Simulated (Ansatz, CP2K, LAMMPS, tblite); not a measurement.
**Other levels on amorphous polyacrylonitrile (as short chains C14N4H18) at 480 K (108 atoms)**

Density of this cell: 0.988 g/cm³. The cell holds 108 atoms: 42 C, 12 N and 54 H. Its edges and angles: a = 10.691 Å, b = 10.691 Å, c = 10.691 Å, α = 90.0°, β = 90.0°, γ = 90.0°. 3 polyacrylonitrile chains of 4 units with methyl end groups placed at random, at 0.988 g/cm³; overlaps pushed apart, then 20 ps at 800 K with MMFF94 bonds, angles, torsions, charges and radii (Halgren, J. Comput. Chem. 17, 490 (1996)) in harmonic and 12-6 forms. Snapshot after 30 ps at 480 K and fixed volume.

Geometry: as built.

The reference, a calculation:

```
method                                           : Kohn-Sham DFT, PBE, PAW, plane waves (Ansatz 0.2.0); cutoff 420 eV, Γ point, fermi-dirac smearing of 0.05 eV; PAW set soft_2
r.m.s. force component                           : 1.068 eV/Å
longest force                                    : 4.372 eV/Å
pressure                                         : 2.46 GPa
gap (highest filled to lowest empty level) : 5.49 eV
SCF cycles                                       : 10
time                                             : 8.7 s on 4 threads of Arm Neoverse V2, shared host
CPU time                                         : 33 s
```

Runs, in no order:
A. CP2K PBE, SZV-MOLOPT-SR, 600/50 Ry, OT CG: Kohn-Sham DFT, PBE, GTH-PBE pseudopotentials, Gaussian and plane waves, SZV-MOLOPT-SR-GTH, orbital transformation
B. CP2K PBE+D3(BJ), DZVP-MOLOPT-SR, 600/50 Ry, OT CG: Kohn-Sham DFT, PBE+D3(BJ), GTH-PBE pseudopotentials, Gaussian and plane waves, DZVP-MOLOPT-SR-GTH, orbital transformation
C. CP2K GFN1-xTB, OT DIIS: GFN1-xTB tight binding (the program's own implementation), orbital transformation

**Question.** Rank the runs by how far their forces lie from the reference's, least first.

B, C, A.

```
                                                 run  Δ force, r.m.s. (meV/Å)  share of r.m.s. force (%)  CPU time
B. CP2K PBE+D3(BJ), DZVP-MOLOPT-SR, 600/50 Ry, OT CG                      186                       17.4    11 min
                           C. CP2K GFN1-xTB, OT DIIS                      437                       40.9     3.4 s
        A. CP2K PBE, SZV-MOLOPT-SR, 600/50 Ry, OT CG                     2031                        190   5.9 min
```

Periodic xTB results under one method name differ between programs and library versions. The network of contacts between molecules at the start is that of the classical potential that made the cell, and needn't be the one that DFT or experiment would give. The electronic-structure runs sample only Γ, in a cell whose shortest periodic width is 11 Å.

[Logs are printed without paths, hosts, clocks, repeated set-up lines and the standing remarks that a program may print on its own settings, such as how far it seeks lower states.]

[Hosts, paths, dates, database ids (printed as entryN), source tags and the programs' standing remarks are cut or masked in the printed files.]

[The MMFF94 radii named for the starting cell were scaled by 0.96; in molecules described by MMFF94, hydrogen bound to N, O or S took a small fixed 12-6 site in their place.]
